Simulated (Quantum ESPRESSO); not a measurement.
# Ti: hcp against bcc under pressure

Which form of Ti has the lower enthalpy, and does pressure change the order? Both are relaxed at the same set pressures.

Calculated with Quantum ESPRESSO 7.5, PBEsol, GBRV 1.5 ultrasoft potentials, cutoff 680 eV, Fermi–Dirac smearing 0.05 eV, k-mesh 17×17×10, no spin polarisation, no spin-orbit coupling.

The bcc cell takes smearing 0.05 eV and a 19×19×19 mesh.

Near zero pressure the hcp cell (P6_3/mmc, 2 atoms) is a = 2.9008 Å, b = 2.9008 Å, c = 4.5894 Å, α = 90.00°, β = 90.00°, γ = 120.00°; the bcc cell (Im-3m, 1 atoms) is a = 2.7798 Å, b = 2.7798 Å, c = 2.7798 Å, α = 109.47°, β = 109.47°, γ = 109.47°.

| P (GPa) | V, hcp (Å³) | V, bcc (Å³) | ΔE (meV) | ΔH = ΔE + PΔV (meV) |
| --- | --- | --- | --- | --- |
| −4 | 17.332 | 17.172 | 99.4 | 103.4 |
| 0 | 16.722 | 16.536 | 99.1 | 99.1 |
| 5 | 16.084 | 15.866 | 99.5 | 92.7 |
| 10 | 15.537 | 15.298 | 100.4 | 85.6 |
| 15 | 15.060 | 14.802 | 101.9 | 77.8 |
| 30 | 13.913 | 13.608 | 108.6 | 51.4 |

Values are for a formula unit, differences are bcc less hcp, and 1 GPa Å³ = 6.2415 meV. **Question.** Give ΔH at 20 GPa, a row left out above, and the pressure at which the two forms cross, if they do.

Least squares with ΔH = h0 + h1 P + h2 P² gives h0 = 98.9 meV, h1 = −1.21 meV/GPa and h2 = −0.013 meV/GPa². Since dH/dP = V, the slope should equal ΔV: −0.186 Å³ × 6.2415 = −1.16 meV/GPa at 0 GPa. At 20 GPa the fit gives 69.7 meV. The run itself gives 69.5 meV, so the estimate misses by 0.2 meV; the fitted rows themselves lie up to 0.2 meV off the law.

ΔH keeps its sign from -4 to 30 GPa, so the hcp form stays lower over the range; the bcc form is denser and gains with pressure. This compares two forms alone, at zero temperature, without vibrations or barriers; other forms may lie lower.
